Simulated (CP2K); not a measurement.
Consider protonated nitrogen at its PBE geometry (Å).

```xyz
3

N     1.0790    0.0925    0.0000
N    -0.0195   -0.0005    0.0000
H    -1.0595   -0.0921    0.0000
```

Method: CP2K XAS_TDP, all-electron GAPW, PBEh(45%), aug-cc-pVTZ, TDA, no relativity.

Q: Where do the N K-edge lines lie, and how strong are they?

Leading lines: N1 396.07 eV and N2 396.94 eV. The leading line of an atom is its first one with 35 % of the strongest within 2.5 eV of its lowest line over the strength cut. 

The first six lines of each atom with a strength over 0.0015:

```
                  atom  energy (eV)  states  strength, one atom
      N1 (bonded to N)       396.07       2              0.1530
                             404.11       1              0.0154
                             408.11       2              0.0056
                             408.97       1              0.0085
                             410.28       1              0.0040
                             410.42       2              0.0112
N2 (bonded to N and H)       396.94       2              0.1121
                             402.26       1              0.0133
                             407.60       2              0.0218
                             410.62       2              0.0042
                             411.26       1              0.0058
                             413.04       2              0.0041
```

Lines are vertical, at one geometry, with no vibrational structure. Without a correction of the core level, line positions, and the gaps between valence and Rydberg lines, follow the share of exact exchange. At this level such K lines come out 3 to 6 eV under measured ones. These values hold no scalar relativity, about 0.2 eV for N 1s. Rydberg lines, and the discretised continuum above threshold, depend on the basis and the box. The ion (charge +1) is isolated, with no counter-ion or solvent.

[Banner, clock and machine lines of the logs are left out without a mark of their own.]

[Logs are printed without paths, hosts, clocks, repeated set-up lines and the standing remarks that a program may print on its own settings, such as how far it seeks lower states.]

[Hosts, paths, dates, database ids (printed as entryN), source tags and the programs' standing remarks are cut or masked in the printed files.]
